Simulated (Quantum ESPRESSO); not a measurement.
# Cobalt: a ladder in the functional, part 2 of 2

Aim: see how far moments and order energies of Cobalt move with the functional, and what each rung costs.

Quantum ESPRESSO 7.5; LDA; plane waves with GBRV 1.5 LDA potentials, no spin-orbit coupling (settings of the first rung).

So far, largest spin moment in the atom's sphere (μB): step 2 (rung 1, start ferro ++, LDA GBRV, Quantum ESPRESSO) 1.72; step 4 (rung 2, start ferro ++, PBEsol GBRV, Quantum ESPRESSO) 1.77; step 5 (rung 2, start antiferro +-, PBEsol GBRV, Quantum ESPRESSO) 1.20; step 6 (rung 3, start ferro ++, PBE GBRV, Quantum ESPRESSO) 1.78; step 7 (rung 3, start antiferro +-, PBE GBRV, Quantum ESPRESSO) 1.23.

**8. Rung 4, start ferro ++**

Level of this step: WC; plane waves with GBRV 1.5 PBE potentials, no spin-orbit coupling (Quantum ESPRESSO).

Contents of pw.in:

```
&CONTROL
  calculation = 'scf'
  prefix = 'pwscf'
  outdir = './tmp'
  pseudo_dir = './pseudo'
  disk_io = 'nowf'
  tprnfor = .true.
  tstress = .true.
/
&SYSTEM
  ibrav = 0
  nat = 2
  ntyp = 1
  ecutwfc = 40
  ecutrho = 280
  nbnd = 26
  input_dft = 'wc'
  occupations = 'smearing'
  smearing = 'fd'
  degauss = 0.00367493
  nspin = 2
  starting_magnetization(1) = 0.1176
/
&ELECTRONS
  conv_thr = 4d-09
  electron_maxstep = 150
  mixing_beta = 0.3
/
ATOMIC_SPECIES
Co     58.9332 co_pbe_v1.2.uspp.F.UPF
CELL_PARAMETERS bohr
   4.7382992849    0.0000000000    0.0000000000
  -2.3691496424    4.1034875514    0.0000000000
   0.0000000000    0.0000000000    7.6909963546
ATOMIC_POSITIONS crystal
Co      0.3333333333    0.6666666667    0.2500000000
Co      0.6666666667    0.3333333333    0.7500000000
K_POINTS automatic
12 12 12 0 0 0
```

The run is started by

```bash
OMP_NUM_THREADS=1 mpirun -n 2 pw.x -nk 2 -in pw.in > pw.out
```

The program printed:

```text
     [... lines left out ...]
Program PWSCF v.7.5 starts
     [... lines left out ...]
     number of atoms/cell      =            2
     [... lines left out ...]
     number of electrons       =        34.00
     number of Kohn-Sham states=           26
     kinetic-energy cutoff     =      40.0000  Ry
     charge density cutoff     =     280.0000  Ry
     scf convergence threshold =      4.0E-09
     [... lines left out ...]
     24 Sym. Ops., with inversion, found (12 have fractional translation)
     [... lines left out ...]
     number of k points=   133  Fermi-Dirac smearing, width (Ry)=  0.0037
     [... lines left out ...]
     iteration # 11     ecut=    40.00 Ry     beta= 0.30
     [... lines left out ...]
     Magnetic moment per site  (integrated on atomic sphere of radius R)
     atom   1 (R=0.411)  charge= 15.6070  magn=  1.7718
     atom   2 (R=0.411)  charge= 15.6070  magn=  1.7718
     [... lines left out ...]
     the Fermi energy is    17.8497 ev
!    total energy              =    -596.71230315 Ry
     estimated scf accuracy    <          1.1E-09 Ry
     smearing contrib. (-TS)   =      -0.00106181 Ry
     [... lines left out ...]
     total magnetization       =     3.39 Bohr mag/cell
     absolute magnetization    =     3.72 Bohr mag/cell
     convergence has been achieved in  11 iterations
     [... lines left out ...]
     Total force =     0.000000     Total SCF correction =     0.000000
     [... lines left out ...]
          total   stress  (Ry/bohr**3)                   (kbar)     P=     -121.57
     [... lines left out ...]
```

Wall time 32 s (2 MPI ranks of Intel Xeon Platinum 8259CL at 2.50GHz (Skylake/Cascade Lake), shared host); peak memory 0.23 GiB.

Numbers from this step:

```yaml
magnetization: 3.393 μB
final_state: ferromagnetic
largest_moment: 1.772 μB
```

**9. Rung 4, start antiferro +-**

pw.in: that of step 8 with these lines changed.

```diff
@@ -12,6 +12,6 @@
   nat = 2
-  ntyp = 1
+  ntyp = 2
   ecutwfc = 40
   ecutrho = 280
-  nbnd = 26
+  nbnd = 24
   input_dft = 'wc'
@@ -22,2 +22,3 @@
   starting_magnetization(1) = 0.1176
+  starting_magnetization(2) = -0.1176
 /
@@ -29,3 +30,4 @@
 ATOMIC_SPECIES
-Co     58.9332 co_pbe_v1.2.uspp.F.UPF
+Co1    58.9332 co_pbe_v1.2.uspp.F.UPF
+Co2    58.9332 co_pbe_v1.2.uspp.F.UPF
 CELL_PARAMETERS bohr
@@ -35,4 +37,4 @@
 ATOMIC_POSITIONS crystal
-Co      0.3333333333    0.6666666667    0.2500000000
-Co      0.6666666667    0.3333333333    0.7500000000
+Co1     0.3333333333    0.6666666667    0.2500000000
+Co2     0.6666666667    0.3333333333    0.7500000000
 K_POINTS automatic
```

The program printed:

```text
     [... lines left out ...]
Program PWSCF v.7.5 starts
     [... lines left out ...]
     number of atoms/cell      =            2
     [... lines left out ...]
     number of electrons       =        34.00
     number of Kohn-Sham states=           24
     kinetic-energy cutoff     =      40.0000  Ry
     charge density cutoff     =     280.0000  Ry
     scf convergence threshold =      4.0E-09
     [... lines left out ...]
     12 Sym. Ops. (no inversion) found ( 6 have fractional translation)
     [... lines left out ...]
     number of k points=   133  Fermi-Dirac smearing, width (Ry)=  0.0037
     [... lines left out ...]
     iteration # 15     ecut=    40.00 Ry     beta= 0.30
     [... lines left out ...]
     Magnetic moment per site  (integrated on atomic sphere of radius R)
     atom   1 (R=0.411)  charge= 15.6094  magn=  1.2004
     atom   2 (R=0.411)  charge= 15.6094  magn= -1.2014
     [... lines left out ...]
     the Fermi energy is    17.8569 ev
!    total energy              =    -596.67479888 Ry
     estimated scf accuracy    <          1.4E-09 Ry
     smearing contrib. (-TS)   =      -0.00283473 Ry
     [... lines left out ...]
     total magnetization       =    -0.00 Bohr mag/cell
     absolute magnetization    =     2.46 Bohr mag/cell
     convergence has been achieved in  15 iterations
     [... lines left out ...]
     Total force =     0.000000     Total SCF correction =     0.000000
     [... lines left out ...]
          total   stress  (Ry/bohr**3)                   (kbar)     P=     -172.58
     [... lines left out ...]
```

It took 34 s on 2 MPI ranks; peak memory 0.23 GiB.

This step gave:

| Property | Result |
| --- | --- |
| magnetization | 0 μB |
| final state | antiferromagnetic |
| largest moment | 1.201 μB |

**10. Rung 5, start ferro ++**

Contents of pw.in:

```
&CONTROL
  calculation = 'scf'
  prefix = 'pwscf'
  outdir = './tmp'
  pseudo_dir = './pseudo'
  disk_io = 'nowf'
  tprnfor = .true.
  tstress = .true.
/
&SYSTEM
  ibrav = 0
  nat = 2
  ntyp = 1
  ecutwfc = 40
  ecutrho = 280
  nbnd = 26
  input_dft = 'revpbe'
  occupations = 'smearing'
  smearing = 'fd'
  degauss = 0.00367493
  nspin = 2
  starting_magnetization(1) = 0.1176
/
&ELECTRONS
  conv_thr = 4d-09
  electron_maxstep = 150
  mixing_beta = 0.3
/
ATOMIC_SPECIES
Co     58.9332 co_pbe_v1.2.uspp.F.UPF
CELL_PARAMETERS bohr
   4.7382992849    0.0000000000    0.0000000000
  -2.3691496424    4.1034875514    0.0000000000
   0.0000000000    0.0000000000    7.6909963546
ATOMIC_POSITIONS crystal
Co      0.3333333333    0.6666666667    0.2500000000
Co      0.6666666667    0.3333333333    0.7500000000
K_POINTS automatic
12 12 12 0 0 0
```

The program printed:

```text
     [... lines left out ...]
Program PWSCF v.7.5 starts
     [... lines left out ...]
     number of atoms/cell      =            2
     [... lines left out ...]
     number of electrons       =        34.00
     number of Kohn-Sham states=           26
     kinetic-energy cutoff     =      40.0000  Ry
     charge density cutoff     =     280.0000  Ry
     scf convergence threshold =      4.0E-09
     [... lines left out ...]
     24 Sym. Ops., with inversion, found (12 have fractional translation)
     [... lines left out ...]
     number of k points=   133  Fermi-Dirac smearing, width (Ry)=  0.0037
     [... lines left out ...]
     iteration # 11     ecut=    40.00 Ry     beta= 0.30
     [... lines left out ...]
     Magnetic moment per site  (integrated on atomic sphere of radius R)
     atom   1 (R=0.411)  charge= 15.6076  magn=  1.7818
     atom   2 (R=0.411)  charge= 15.6076  magn=  1.7818
     [... lines left out ...]
     the Fermi energy is    18.1212 ev
!    total energy              =    -597.06776118 Ry
     estimated scf accuracy    <          1.3E-09 Ry
     smearing contrib. (-TS)   =      -0.00104710 Ry
     [... lines left out ...]
     total magnetization       =     3.39 Bohr mag/cell
     absolute magnetization    =     3.77 Bohr mag/cell
     convergence has been achieved in  11 iterations
     [... lines left out ...]
     Total force =     0.000000     Total SCF correction =     0.000000
     [... lines left out ...]
          total   stress  (Ry/bohr**3)                   (kbar)     P=        6.83
     [... lines left out ...]
```

Wall time 31 s (2 MPI ranks); peak memory 0.23 GiB; 61 s of CPU time.

Numbers from this step:

* magnetization: 3.389 μB
* final state: ferromagnetic
* largest moment: 1.782 μB

**11. Rung 5, start antiferro +-**

pw.in: that of step 10 with these lines changed.

```diff
@@ -12,6 +12,6 @@
   nat = 2
-  ntyp = 1
+  ntyp = 2
   ecutwfc = 40
   ecutrho = 280
-  nbnd = 26
+  nbnd = 24
   input_dft = 'revpbe'
@@ -22,2 +22,3 @@
   starting_magnetization(1) = 0.1176
+  starting_magnetization(2) = -0.1176
 /
@@ -29,3 +30,4 @@
 ATOMIC_SPECIES
-Co     58.9332 co_pbe_v1.2.uspp.F.UPF
+Co1    58.9332 co_pbe_v1.2.uspp.F.UPF
+Co2    58.9332 co_pbe_v1.2.uspp.F.UPF
 CELL_PARAMETERS bohr
@@ -35,4 +37,4 @@
 ATOMIC_POSITIONS crystal
-Co      0.3333333333    0.6666666667    0.2500000000
-Co      0.6666666667    0.3333333333    0.7500000000
+Co1     0.3333333333    0.6666666667    0.2500000000
+Co2     0.6666666667    0.3333333333    0.7500000000
 K_POINTS automatic
```

The program printed:

```text
     [... lines left out ...]
Program PWSCF v.7.5 starts
     [... lines left out ...]
     number of atoms/cell      =            2
     [... lines left out ...]
     number of electrons       =        34.00
     number of Kohn-Sham states=           24
     kinetic-energy cutoff     =      40.0000  Ry
     charge density cutoff     =     280.0000  Ry
     scf convergence threshold =      4.0E-09
     [... lines left out ...]
     12 Sym. Ops. (no inversion) found ( 6 have fractional translation)
     [... lines left out ...]
     number of k points=   133  Fermi-Dirac smearing, width (Ry)=  0.0037
     [... lines left out ...]
     iteration # 15     ecut=    40.00 Ry     beta= 0.30
     [... lines left out ...]
     Magnetic moment per site  (integrated on atomic sphere of radius R)
     atom   1 (R=0.411)  charge= 15.6097  magn=  1.2470
     atom   2 (R=0.411)  charge= 15.6097  magn= -1.2478
     [... lines left out ...]
     the Fermi energy is    18.1274 ev
!    total energy              =    -597.02895914 Ry
     estimated scf accuracy    <          1.8E-09 Ry
     smearing contrib. (-TS)   =      -0.00279276 Ry
     [... lines left out ...]
     total magnetization       =    -0.00 Bohr mag/cell
     absolute magnetization    =     2.56 Bohr mag/cell
     convergence has been achieved in  15 iterations
     [... lines left out ...]
     Total force =     0.000000     Total SCF correction =     0.000000
     [... lines left out ...]
          total   stress  (Ry/bohr**3)                   (kbar)     P=      -37.64
     [... lines left out ...]
```

Elapsed: 35 s, on 2 MPI ranks; peak memory 0.23 GiB.

Read from the output:

```
magnetization  : 0 μB
final state    : antiferromagnetic
largest moment : 1.248 μB
```

**12. Rung 6, start ferro ++**

Contents of pw.in:

```
&CONTROL
  calculation = 'scf'
  prefix = 'pwscf'
  outdir = './tmp'
  pseudo_dir = './pseudo'
  disk_io = 'nowf'
  tprnfor = .true.
  tstress = .true.
/
&SYSTEM
  ibrav = 0
  nat = 2
  ntyp = 1
  ecutwfc = 40
  ecutrho = 280
  nbnd = 26
  input_dft = 'rpbe'
  occupations = 'smearing'
  smearing = 'fd'
  degauss = 0.00367493
  nspin = 2
  starting_magnetization(1) = 0.1176
/
&ELECTRONS
  conv_thr = 4d-09
  electron_maxstep = 150
  mixing_beta = 0.3
/
ATOMIC_SPECIES
Co     58.9332 co_pbe_v1.2.uspp.F.UPF
CELL_PARAMETERS bohr
   4.7382992849    0.0000000000    0.0000000000
  -2.3691496424    4.1034875514    0.0000000000
   0.0000000000    0.0000000000    7.6909963546
ATOMIC_POSITIONS crystal
Co      0.3333333333    0.6666666667    0.2500000000
Co      0.6666666667    0.3333333333    0.7500000000
K_POINTS automatic
12 12 12 0 0 0
```

The program printed:

```text
     [... lines left out ...]
Program PWSCF v.7.5 starts
     [... lines left out ...]
     number of atoms/cell      =            2
     [... lines left out ...]
     number of electrons       =        34.00
     number of Kohn-Sham states=           26
     kinetic-energy cutoff     =      40.0000  Ry
     charge density cutoff     =     280.0000  Ry
     scf convergence threshold =      4.0E-09
     [... lines left out ...]
     24 Sym. Ops., with inversion, found (12 have fractional translation)
     [... lines left out ...]
     number of k points=   133  Fermi-Dirac smearing, width (Ry)=  0.0037
     [... lines left out ...]
     iteration # 11     ecut=    40.00 Ry     beta= 0.30
     [... lines left out ...]
     Magnetic moment per site  (integrated on atomic sphere of radius R)
     atom   1 (R=0.411)  charge= 15.6073  magn=  1.7834
     atom   2 (R=0.411)  charge= 15.6073  magn=  1.7834
     [... lines left out ...]
     the Fermi energy is    18.1558 ev
!    total energy              =    -597.10364573 Ry
     estimated scf accuracy    <          1.6E-09 Ry
     smearing contrib. (-TS)   =      -0.00104463 Ry
     [... lines left out ...]
     total magnetization       =     3.39 Bohr mag/cell
     absolute magnetization    =     3.78 Bohr mag/cell
     convergence has been achieved in  11 iterations
     [... lines left out ...]
     Total force =     0.000000     Total SCF correction =     0.000000
     [... lines left out ...]
          total   stress  (Ry/bohr**3)                   (kbar)     P=       22.43
     [... lines left out ...]
```

Elapsed: 28 s, on 2 MPI ranks; peak memory 0.23 GiB; 56 s of CPU time.

This step gave:

```
magnetization  : 3.389 μB
final state    : ferromagnetic
largest moment : 1.783 μB
```

**13. Rung 6, start antiferro +-**

pw.in: that of step 12 with these lines changed.

```diff
@@ -12,6 +12,6 @@
   nat = 2
-  ntyp = 1
+  ntyp = 2
   ecutwfc = 40
   ecutrho = 280
-  nbnd = 26
+  nbnd = 24
   input_dft = 'rpbe'
@@ -22,2 +22,3 @@
   starting_magnetization(1) = 0.1176
+  starting_magnetization(2) = -0.1176
 /
@@ -29,3 +30,4 @@
 ATOMIC_SPECIES
-Co     58.9332 co_pbe_v1.2.uspp.F.UPF
+Co1    58.9332 co_pbe_v1.2.uspp.F.UPF
+Co2    58.9332 co_pbe_v1.2.uspp.F.UPF
 CELL_PARAMETERS bohr
@@ -35,4 +37,4 @@
 ATOMIC_POSITIONS crystal
-Co      0.3333333333    0.6666666667    0.2500000000
-Co      0.6666666667    0.3333333333    0.7500000000
+Co1     0.3333333333    0.6666666667    0.2500000000
+Co2     0.6666666667    0.3333333333    0.7500000000
 K_POINTS automatic
```

The program printed:

```text
     [... lines left out ...]
Program PWSCF v.7.5 starts
     [... lines left out ...]
     number of atoms/cell      =            2
     [... lines left out ...]
     number of electrons       =        34.00
     number of Kohn-Sham states=           24
     kinetic-energy cutoff     =      40.0000  Ry
     charge density cutoff     =     280.0000  Ry
     scf convergence threshold =      4.0E-09
     [... lines left out ...]
     12 Sym. Ops. (no inversion) found ( 6 have fractional translation)
     [... lines left out ...]
     number of k points=   133  Fermi-Dirac smearing, width (Ry)=  0.0037
     [... lines left out ...]
     iteration # 15     ecut=    40.00 Ry     beta= 0.30
     [... lines left out ...]
     Magnetic moment per site  (integrated on atomic sphere of radius R)
     atom   1 (R=0.411)  charge= 15.6094  magn=  1.2545
     atom   2 (R=0.411)  charge= 15.6094  magn= -1.2553
     [... lines left out ...]
     the Fermi energy is    18.1621 ev
!    total energy              =    -597.06466111 Ry
     estimated scf accuracy    <          1.8E-09 Ry
     smearing contrib. (-TS)   =      -0.00278541 Ry
     [... lines left out ...]
     total magnetization       =    -0.00 Bohr mag/cell
     absolute magnetization    =     2.58 Bohr mag/cell
     convergence has been achieved in  15 iterations
     [... lines left out ...]
     Total force =     0.000000     Total SCF correction =     0.000000
     [... lines left out ...]
          total   stress  (Ry/bohr**3)                   (kbar)     P=      -21.13
     [... lines left out ...]
```

It took 36 s on 2 MPI ranks; peak memory 0.23 GiB; 72 s of CPU time.

Read from the output:

```yaml
magnetization: 0 μB
final_state: antiferromagnetic
largest_moment: 1.255 μB
```

**14. The rungs together**

Ladder, by row:

```csv
rung,functional,potentials,state from the first start,state from the second start,second less first (meV a seeded atom),"moment, first (μB)","moment, second (μB)",CPU time (s)
1,LDA,GBRV 1.5 LDA,ferromagnetic,antiferromagnetic,225,1.72,1.006,152.1
2,PBEsol,GBRV 1.5 PBEsol,ferromagnetic,antiferromagnetic,257,1.773,1.2,116.6
3,PBE,GBRV 1.5 PBE,ferromagnetic,antiferromagnetic,260.6,1.777,1.227,129.2
4,WC,GBRV 1.5 PBE,ferromagnetic,antiferromagnetic,255.1,1.772,1.201,132.1
5,revPBE,GBRV 1.5 PBE,ferromagnetic,antiferromagnetic,264,1.782,1.248,130.1
6,RPBE,GBRV 1.5 PBE,ferromagnetic,antiferromagnetic,265.2,1.783,1.255,128.5
```

**15. Results**

| Item | Value |
| --- | --- |
| range of the largest moment, first start | 1.72 to 1.78 μB; second start 1.01 to 1.26 μB |
| range of CPU time | 1.9 min to 2.5 min |
| range of the energy difference | 225 to 265 meV a seeded atom |

In words: For the first start the functionals give moments from 1.72 to 1.78 μB; all use the same cell, so differences in their own lattice constants don't enter. Rungs 4, 5 and 6 use pseudopotentials made with another functional.

[Logs and program files are shortened in this print: banners, set-up blocks, solver, clock and traceback lines can be left out without a mark of their own.]

[Logs are printed without paths, hosts, clocks, repeated set-up lines and the standing remarks that a program may print on its own settings, such as how far it seeks lower states.]

[Hosts, paths, dates, database ids (printed as entryN), source tags and the programs' standing remarks are cut or masked in the printed files.]

[Where a cell is said to come from a database of computed structures, the database is the Materials Project.]
